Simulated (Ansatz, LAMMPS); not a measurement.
## Relaxing a frame of liquid Zn38Se23S15 from 2050 K (76 atoms)

Wanted: the relaxed structure of a frame of liquid Zn38Se23S15 from 2050 K (76 atoms) and its electronic structure.

Program: Ansatz 0.2.0. Level of theory: Kohn-Sham DFT, LDA, PAW (set soft_2), plane waves. Values are calculated unless marked as measured.

## 1. Set-up

The cell holds 76 atoms: 38 Zn, 23 Se and 15 S. Cell: a = 11.922 Å, b = 11.922 Å, c = 11.922 Å, α = 90.0°, β = 90.0°, γ = 90.0°. 76 atoms (38 Zn, 23 Se, 15 S) placed at random at 4.69 g/cm³, melted at 2500 K for 10 ps at fixed volume with the Stillinger-Weber II-VI potential (Zhou et al., Phys. Rev. B 88, 085309 (2013)). Snapshot at the end of a hold of 5 ps at 2050 K and fixed volume.

What the set-up can't give: The network of bonds at the start is that of the classical potential that made the cell. Only the Γ point is sampled, in a cell whose shortest periodic width is 12 Å.

## 2. How the cell was made

A classical potential supplies the starting structure, since it reaches far longer times than DFT.

This step: classical MD, Stillinger-Weber II-VI potential (Zhou et al., Phys. Rev. B 88, 085309 (2013)) (LAMMPS 22 Jul 2025 - Update 4).

The input, in.lmp:

```
# melt-quench of Zn38Se23S15
units metal
atom_style atomic
boundary p p p
region box block 0 11.9218 0 11.9218 0 11.9218
create_box 3 box
mass 1 65.3800   # Zn
mass 2 78.9710   # Se
mass 3 32.0600   # S
create_atoms 1 random 38 259206 NULL overlap 2.03 maxtry 2000
create_atoms 2 random 23 259213 NULL overlap 2.03 maxtry 2000
create_atoms 3 random 15 259220 NULL overlap 2.03 maxtry 2000
pair_style sw
pair_coeff * * CdTeZnSeHgS0.sw Zn Se S
neigh_modify delay 0 every 1 check yes
thermo_style custom step time temp pe press density
thermo_modify norm yes
timestep 0.001
thermo 100
min_style cg
minimize 1e-4 1e-4 200 2000
reset_timestep 0
velocity all create 2500 259207 mom yes dist gaussian
fix lim all nve/limit 0.05
fix lan all langevin 2500 2500 0.1 259208 zero yes
thermo 500
run 1000 post no
unfix lim
unfix lan
thermo 1666
fix md all nvt temp 2500 2500 0.1
run 10000 post no
unfix md
thermo 1000
fix md all nvt temp 2500 2050 0.1
run 3000 post no
unfix md
compute msd all msd com yes
thermo 1250
fix md all nvt temp 2050 2050 0.1
run 5000 post no
print "== T2050: mean square displacement over the hold $(c_msd[4]:%.2f) A^2"
unfix md
uncompute msd
write_dump all custom T2050.dump id type xs ys zs modify sort id
```

Command:

```bash
lmp -in in.lmp -log none -nocite
```

What it wrote:

```text
LAMMPS (22 Jul 2025 - Update 4)
Created orthogonal box = (0 0 0) to (11.9218 11.9218 11.9218)
Created 38 atoms
Created 23 atoms
Created 15 atoms
   Step          Time           Temp          PotEng         Press         Density
         0   0              0              0.87228655     613186.15      4.6860124
       100   0.1            0             -2.2801611      16846.774      4.6860124
       128   0.128          0             -2.2982593      16914.251      4.6860124
Loop time of 0.0300572 s on 1 MPI rank(s) for 128 steps with 76 atoms
Minimization stats:
  Stopping criterion = energy tolerance
  Energy initial, next-to-last, final =
     0.872286550930809  -2.29805772909553  -2.29825932244022
  Force two-norm initial, final = 139.98394 0.51306013
  Iterations, force evaluations = 128 205
   Step          Time           Temp          PotEng         Press         Density
         0   0              2500          -2.2982593      32192.005      4.6860124
       500   0.5            2679.7341     -1.8941544      36290.592      4.6860124
      1000   1              2650.963      -1.9387632      40395.274      4.6860124
Loop time of 0.154759 s on 1 MPI rank(s) for 1000 steps with 76 atoms
   Step          Time           Temp          PotEng         Press         Density
      1000   1              2650.963      -1.9387632      40395.273      4.6860124
      1666   1.666          2707.7546     -1.9378495      63595.648      4.6860124
      3332   3.332          2371.713      -1.968677       72131.823      4.6860124
      4998   4.998          2535.7999     -1.890942       30208.905      4.6860124
      6664   6.664          2684.4803     -1.9784318      39775.355      4.6860124
      8330   8.33           2193.6109     -1.9621527      28487.353      4.6860124
[... 2 lines left out ...]
Loop time of 1.54446 s on 1 MPI rank(s) for 10000 steps with 76 atoms
   Step          Time           Temp          PotEng         Press         Density
[... 4 lines left out ...]
Loop time of 0.464054 s on 1 MPI rank(s) for 3000 steps with 76 atoms
   Step          Time           Temp          PotEng         Press         Density
[... 2 lines left out ...]
     16250   16.25          1907.5531     -2.0473504      20605.163      4.6860124
     17500   17.5           2126.0985     -1.9897296      26339.717      4.6860124
     18750   18.75          1892.4645     -2.0147176      14896.476      4.6860124
     19000   19             1983.3189     -2.1101739      25204.386      4.6860124
Loop time of 0.764241 s on 1 MPI rank(s) for 5000 steps with 76 atoms
== T2050: mean square displacement over the hold 17.05 A^2
```

The job ended after 3 s (1 thread of Arm Neoverse V2, shared host; peak memory 0.072 GiB).

## 3. Single point at the start

A single point comes first, to see the forces before anything moves.

The input, input.yaml:

```yaml
crystal:
  lattice:
    - [11.9218, 0.0, 0.0]
    - [0.0, 11.9218, 0.0]
    - [0.0, 0.0, 11.9218]
  atoms:
    - { symbol: Zn, position: [0.31901, 0.79154, 0.10506] }
    - { symbol: Zn, position: [0.3079, 0.70311, 0.54273] }
    - { symbol: Zn, position: [0.73543, 0.08214, 0.53092] }
    - { symbol: Zn, position: [0.1407, 0.75408, 0.74887] }
    - { symbol: Zn, position: [0.4466, 0.73834, 0.9324] }
    - { symbol: Zn, position: [0.3643, 0.03202, 0.53726] }
    - { symbol: Zn, position: [0.63826, 0.18276, 0.96088] }
    - { symbol: Zn, position: [0.9087, 0.6516, 0.96552] }
    - { symbol: Zn, position: [0.09254, 0.66536, 0.15863] }
    - { symbol: Zn, position: [0.3473, 0.0886, 0.21618] }
    - { symbol: Zn, position: [0.49127, 0.24028, 0.41698] }
    - { symbol: Zn, position: [0.905, 0.8145, 0.66737] }
    - { symbol: Zn, position: [0.04616, 0.90835, 0.96265] }
    - { symbol: Zn, position: [0.44164, 0.84084, 0.41219] }
    - { symbol: Zn, position: [0.14357, 0.30587, 0.75803] }
    - { symbol: Zn, position: [0.38827, 0.59243, 0.16246] }
    - { symbol: Zn, position: [0.82163, 0.43419, 0.02563] }
    - { symbol: Zn, position: [0.32029, 0.46374, 0.74395] }
    - { symbol: Zn, position: [0.43386, 0.35995, 0.06859] }
    - { symbol: Zn, position: [0.82984, 0.3574, 0.49277] }
    - { symbol: Zn, position: [0.23176, 0.42736, 0.35408] }
    - { symbol: Zn, position: [0.12337, 0.92764, 0.37973] }
    - { symbol: Zn, position: [0.53972, 0.89889, 0.7901] }
    - { symbol: Zn, position: [0.30388, 0.10824, 0.93378] }
    - { symbol: Zn, position: [0.95984, 0.1147, 0.92291] }
    - { symbol: Zn, position: [0.53475, 0.48135, 0.37889] }
    - { symbol: Zn, position: [0.14131, 0.41003, 0.02536] }
    - { symbol: Zn, position: [0.98972, 0.11954, 0.58401] }
    - { symbol: Zn, position: [0.75532, 0.10035, 0.7917] }
    - { symbol: Zn, position: [0.59292, 0.6603, 0.66127] }
    - { symbol: Zn, position: [0.94176, 0.19217, 0.25338] }
    - { symbol: Zn, position: [0.781, 0.58605, 0.35291] }
    - { symbol: Zn, position: [0.68111, 0.48906, 0.89877] }
    - { symbol: Zn, position: [0.63453, 0.66579, 0.11936] }
    - { symbol: Zn, position: [0.50792, 0.24287, 0.68727] }
    - { symbol: Zn, position: [0.95056, 0.42336, 0.71911] }
    - { symbol: Zn, position: [0.09487, 0.6055, 0.52356] }
    - { symbol: Zn, position: [0.75344, 0.91316, 0.0508] }
    - { symbol: Se, position: [0.78505, 0.59589, 0.75247] }
    - { symbol: Se, position: [0.91235, 0.72291, 0.49063] }
    - { symbol: Se, position: [0.94543, 0.0213, 0.41068] }
    - { symbol: Se, position: [0.64056, 0.77695, 0.45664] }
    - { symbol: Se, position: [0.7359, 0.93239, 0.67059] }
    - { symbol: Se, position: [0.05617, 0.86454, 0.17661] }
    - { symbol: Se, position: [0.12228, 0.32234, 0.55561] }
    - { symbol: Se, position: [0.96843, 0.32085, 0.93709] }
    - { symbol: Se, position: [0.11691, 0.11901, 0.08453] }
    - { symbol: Se, position: [0.99145, 0.45851, 0.3976] }
    - { symbol: Se, position: [0.39554, 0.05699, 0.74334] }
    - { symbol: Se, position: [0.47429, 0.06962, 0.03824] }
    - { symbol: Se, position: [0.808, 0.09843, 0.083] }
    - { symbol: Se, position: [0.22196, 0.13013, 0.41209] }
    - { symbol: Se, position: [0.37915, 0.37414, 0.53912] }
    - { symbol: Se, position: [0.78943, 0.83699, 0.25596] }
    - { symbol: Se, position: [0.10976, 0.08153, 0.76264] }
    - { symbol: Se, position: [0.65461, 0.35101, 0.12627] }
    - { symbol: Se, position: [0.19169, 0.8884, 0.5887] }
    - { symbol: Se, position: [0.67586, 0.50674, 0.50367] }
    - { symbol: Se, position: [0.5505, 0.05393, 0.4109] }
    - { symbol: Se, position: [0.22108, 0.65655, 0.34061] }
    - { symbol: Se, position: [0.74615, 0.24638, 0.34152] }
    - { symbol: S, position: [0.22286, 0.83691, 0.91486] }
    - { symbol: S, position: [0.31132, 0.31123, 0.90861] }
    - { symbol: S, position: [0.40997, 0.65378, 0.74202] }
    - { symbol: S, position: [0.65785, 0.31569, 0.81157] }
    - { symbol: S, position: [0.31151, 0.90271, 0.28024] }
    - { symbol: S, position: [0.08463, 0.34385, 0.2182] }
    - { symbol: S, position: [0.56423, 0.86942, 0.00542] }
    - { symbol: S, position: [0.87428, 0.8392, 0.89894] }
    - { symbol: S, position: [0.84432, 0.23567, 0.65152] }
    - { symbol: S, position: [0.51444, 0.56211, 0.99218] }
    - { symbol: S, position: [0.51022, 0.65043, 0.28722] }
    - { symbol: S, position: [0.12965, 0.59436, 0.97369] }
    - { symbol: S, position: [0.91808, 0.53502, 0.15817] }
    - { symbol: S, position: [0.37512, 0.30991, 0.25415] }
    - { symbol: S, position: [0.134, 0.54724, 0.71734] }
kpoints:
  mp_grid: { grid: [1, 1, 1] }
hamiltonian:
  xc: lda
scf:
  occupations: { method: fermi_dirac, width: 0.05 }
output:
  forces: true
  stress: true
  populations: true
  dos:
    method: { smearing: { sigma: 0.1 } }
    de: 0.1
    projected: { site_lists: { S: [S], Se: [Se], Zn: [Zn] } }
  eigenvalues: true
```

Command:

```bash
ansatz run input.yaml --threads 4 --pin off --max-ram 8192MiB --backend cpu --events-out ev --progress --plain --runs-dir out
```

What it wrote:

```text
Engine: ansatz 0.2.0, aarch64-unknown-linux-gnu
Pseudopotentials: kind: paw
Pseudopotential: Zn, paw, valence charge 12, recommended cutoff 420 eV (normal), Zn.paw.azcp
Pseudopotential: Se, paw, valence charge 16, recommended cutoff 420 eV (normal), Se.paw.azcp
Pseudopotential: S, paw, valence charge 6, recommended cutoff 420 eV (normal), S.paw.azcp
Functional definition: SPW92
  exchange = slater_x
  correlation = pw_c
Crystal: 76 atoms, lattice volume = 1694.437 Å³
Basis set: ecut = 420 eV, 33059 PW (Γ)
Bands: 549, of which v1, the nominal top of the filled ones, is band 457 counted from 1 (456 counted from 0)
Symmetry: 1 space group operations
Space group: P1 (ITA 1), of the structure as read, at distance tolerance 1.2e-4 Å
k-points: 1
Non-local potential: Zn, projectors of the file, l = 0: 2, l = 1: 2, l = 2: 3, l = 3: 1
Non-local potential: Se, projectors of the file, l = 0: 2, l = 1: 2, l = 2: 3, l = 3: 1
Non-local potential: S, projectors of the file, l = 0: 2, l = 1: 2, l = 2: 2
PAW form: soft (Blöchl's): semilocal exchange-correlation on the pseudo side does not see the compensation charge
PAW frozen core: Zn, regenerated for the run's functional, and the local potential with it (the file was generated under x = pbe(κ = 0.804, μ = 0.219515), c = pbe(β = 0.066725))
PAW frozen core: Se, regenerated for the run's functional, and the local potential with it (the file was generated under x = pbe(κ = 0.804, μ = 0.219515), c = pbe(β = 0.066725))
PAW frozen core: S, regenerated for the run's functional, and the local potential with it (the file was generated under x = pbe(κ = 0.804, μ = 0.219515), c = pbe(β = 0.066725))
PAW one-centre angular grid: Zn, 590 points (default); XC on 64 Gauss nodes
PAW one-centre angular grid: Se, 590 points (default); XC on 64 Gauss nodes
PAW one-centre angular grid: S, 110 points (default); XC on 64 Gauss nodes
Initial density: superposition of atomic densities (neutral atoms: chi_scale 0, normalization atom), corrected by the library's trained network
Initial wavefunctions: pseudopotential atomic-orbital guess
Functional: x = slater, c = lda
SCF iter   1: F=—  HF=-260219.904412 eV  |F-HF|=—  |Δ(HF+E_count)|=         —  Δρ=7.19e-3  dr2=1.62e0  ethr=1.77e-3  ⟨swp⟩=6.0  Hψ=2194  notcnv=0  defer=13
preconditioner: auto → LDOS  [metal: Δε(μ)=0.013 eV  Ē_g=9.732 eV  σ=0.050 eV  W_gap=0.06  n_scr=436 (ndim 8)  ℏωp=23.6 eV  f_vac=0.044  D(μ)=24.48/eV (n_scr^D=122)  β→1.0]
SCF iter   2: F=—  HF=-260219.725431 eV  |F-HF|=—  |Δ(HF+E_count)|=   1.79e-1  Δρ=4.67e-3  dr2=3.89e-1  ethr=1.77e-4  ⟨swp⟩=2.0  Hψ=963  notcnv=0  defer=67
SCF iter   3: F=—  HF=-260219.631297 eV  |F-HF|=—  |Δ(HF+E_count)|=   9.41e-2  Δρ=3.25e-3  dr2=1.32e-1  ethr=4.26e-5  ⟨swp⟩=2.0  Hψ=880  notcnv=0  defer=67
SCF iter   4: F=—  HF=-260219.577934 eV  |F-HF|=—  |Δ(HF+E_count)|=   5.34e-2  Δρ=6.06e-4  dr2=1.67e-2  ethr=1.45e-5  ⟨swp⟩=2.0  Hψ=828  notcnv=0  defer=67
SCF iter   5: F=—  HF=-260219.575062 eV  |F-HF|=—  |Δ(HF+E_count)|=   2.87e-3  Δρ=2.25e-4  dr2=2.03e-3  ethr=1.83e-6  ⟨swp⟩=2.0  Hψ=787  notcnv=0  defer=67
SCF iter   6: F=—  HF=-260219.574782 eV  |F-HF|=—  |Δ(HF+E_count)|=   2.80e-4  Δρ=1.04e-4  dr2=4.04e-4  ethr=2.22e-7  ⟨swp⟩=2.0  Hψ=787  notcnv=0  defer=67
SCF iter   7: F=—  HF=-260219.574711 eV  |F-HF|=—  |Δ(HF+E_count)|=   7.11e-5  Δρ=5.41e-5  dr2=7.79e-5  ethr=4.42e-8  ⟨swp⟩=2.0  Hψ=787  notcnv=0  defer=67
SCF iter   8: F=—  HF=-260219.574700 eV  |F-HF|=—  |Δ(HF+E_count)|=   1.11e-5  Δρ=2.25e-5  dr2=1.75e-5  ethr=8.52e-9  ⟨swp⟩=2.0  Hψ=787  notcnv=0  defer=67
SCF iter   9: F=—  HF=-260219.574697 eV  |F-HF|=—  |Δ(HF+E_count)|=   2.92e-6  Δρ=9.08e-6  dr2=3.05e-6  ethr=1.92e-9  ⟨swp⟩=2.0  Hψ=787  notcnv=0  defer=67
SCF iter  10: F=—  HF=-260219.574696 eV  |F-HF|=—  |Δ(HF+E_count)|=   3.29e-7  Δρ=5.18e-6  dr2=6.74e-7  ethr=3.33e-10  ⟨swp⟩=2.0  Hψ=787  notcnv=0  defer=67
SCF iter  11: F=—  HF=-260219.574696 eV  |F-HF|=—  |Δ(HF+E_count)|=   1.09e-7  Δρ=2.56e-6  dr2=1.96e-7  ethr=7.37e-11  ⟨swp⟩=2.0  Hψ=787  notcnv=0  defer=67
SCF iter  12: F=-260219.574696 eV  HF=-260219.574696 eV  |F-HF|=4.41e-8  |Δ(HF+E_count)|=   2.51e-8  Δρ=1.07e-6  dr2=5.04e-8  ethr=1.09e-11  ⟨swp⟩=10.0  Hψ=2200  notcnv=0
SCF 1 converged in 12 iterations: F = -260219.574696 eV  dr2 = 5.04e-8
  greatest PAW one-centre occupation: 1.000 electrons in one spin orbital (limit 2), on the Se atom at site 47 (counted from 0), in its partial waves of l = 2
SCF converged after 12 iterations
Free energy (F): -260219.574696 eV
Harris-Foulkes:  -260219.574696 eV  (|F-HF|=4.41e-8)
Internal energy: -260219.349632 eV  (E = F + TS)
E sigma→0 (E₀):  -260219.462164 eV
Entropy (-TS):   -0.225064 eV (-2.961 meV/atom)
Fermi energy:    6.479427 eV
--- Per-component energies (eV) ---
  E_band       = -9365.583697
  E_kinetic    = 9240.808962
  E_local      = -135851.101076  (includes V_loc(G=0)·N_el)
  E_nonlocal   = 10364.600614
  E_hartree    = 61383.335113
  E_xc         = -8900.731213
  E_vxc        = -5517.953137  (∫ρ·V_xc dr)
  E_paw        = -117325.849333  (= ΣΔE_a)
  E_vpaw       = -10368.591888  (= ΣTr[D̂ρ^β])
  E_aug_tail   = -0.027668  (compensation charges beyond the density's cutoff)
  E_ewald      = -79242.853698
  E_core_change = 112.468666  (= ΣΔE_core)
  E_smearing   = -0.225064  (= −TS)
  E_closure    = -0.000000  (closes the sum)
  Σ components = -260219.574696   (vs F -260219.574696, Δ=0.00e0)
--- Forces (eV/Å), atoms counted from 1 ---
  atom   1  Zn    -0.54029630     0.01498688     0.14723972
  atom   2  Zn    -0.10431816     0.74272167     0.31760857
  atom   3  Zn    -0.00567351     0.30172718    -0.91186263
  atom   4  Zn     0.46168972    -0.07541706     0.22727207
  atom   5  Zn    -0.38409624    -0.64655760    -0.38372907
  atom   6  Zn    -0.44365974     0.31772064    -0.32330168
  atom   7  Zn     0.04938896     0.73726330     0.88443861
  atom   8  Zn     0.42410803    -0.06444073     0.13937004
  atom   9  Zn    -0.31195846    -0.20343086    -0.54587812
  atom  10  Zn    -0.22324571     0.29327782     0.26615530
  atom  11  Zn    -0.46497305     0.52255045    -0.37931650
  atom  12  Zn    -0.17215644    -0.46223573     0.29159954
  atom  13  Zn     0.33335144    -0.10700701     0.50964262
  atom  14  Zn     0.75336811    -0.05607347    -0.20413398
[...]
atom  75  S      0.26806568     0.57916114    -0.01276824
  atom  76  S     -0.07072178     1.08699147    -0.91697541
  max |Σ_I F_I| component: 8.90e-5 eV/Å
--- Stress (GPa, compression-positive) ---
       -6.756579      -0.211289       0.680353
       -0.211289      -5.678126       0.766133
        0.680353       0.766133      -8.392058
  P = ⅓ Tr σ = -6.9423 GPa (-69.423 kbar)
--- Band table (eV) ---
  k-point 0: bands = ["-41.7598", "-41.7548", "-41.7330", "-41.7122", [... 533 levels ...], "11.9705", "12.0232", "12.0581", "12.1149", "12.1714", "12.1798", "12.2620", "12.3195", "12.3841", "12.4278", "12.4740", "12.5113"]
--- Löwdin populations: 76 sites ---
  site symbol       q [e]
     0     Zn     11.2247
     1     Zn     11.1368
     2     Zn     10.9205
[...]
75      S      6.8839
  spilling = 0.009650 (of n_electrons = 914.000000)
```

Wall time 37 s (4 threads of Arm Neoverse V2, shared host); peak memory 2.5 GiB; 2.4 min of CPU time.

Reading the cycles: dr2 is the Hartree energy of the density residual (eV), the measure of convergence; HF is the Harris–Foulkes estimate of the energy, which meets the free energy F at convergence.

The run gave:

```
free energy                             : -260219.5747 eV
free energy per atom                    : -3423.9418 eV/atom
SCF cycles                              : 12
pressure                                : -6.942 GPa
r.m.s. force component                  : 0.5444 eV/Å
longest force                           : 1.776 eV/Å
Fermi energy                            : 6.479 eV
levels partly filled by over 2 per cent : 6
spilling of the projection              : 0.00965
```

The r.m.s. force component of 0.54 eV/Å and the pressure of -6.9 GPa set the starting point.

Neighbours are counted within 3.22 Å (Zn-Se), 3.02 Å (Zn-S).

Length of the force by element and coordination:

```csv
element,coordination,atoms,mean length of the force (eV/Å),spread,least,most
S,all,15,0.975,0.419,0.384,1.78
S,3,2,0.884,0.402,0.482,1.29
S,4,9,1.02,0.429,0.535,1.78
S,5,4,0.915,0.389,0.384,1.42
Se,all,23,1.10,0.304,0.603,1.72
Se,3,6,1.16,0.25,0.644,1.41
Se,4,12,1.07,0.289,0.624,1.49
Se,5,5,1.12,0.378,0.603,1.72
Zn,all,38,0.697,0.235,0.227,1.26
Zn,2,1,0.560,0,0.560,0.560
Zn,3,8,0.758,0.215,0.483,1.15
Zn,4,20,0.701,0.212,0.227,1.15
Zn,5,7,0.581,0.218,0.323,0.961
Zn,6,2,0.885,0.376,0.509,1.26
```

(Part 1 of 3 ends here.)

[Long decimals in the printed logs are rounded to 6 places.]

[Logs are printed without paths, hosts, clocks, repeated set-up lines and the standing remarks that a program may print on its own settings, such as how far it seeks lower states.]

[Hosts, paths, dates, database ids (printed as entryN), source tags and the programs' standing remarks are cut or masked in the printed files.]

[A walk said to have stopped at its limit may instead have ended on an SCF cycle that didn't converge.]
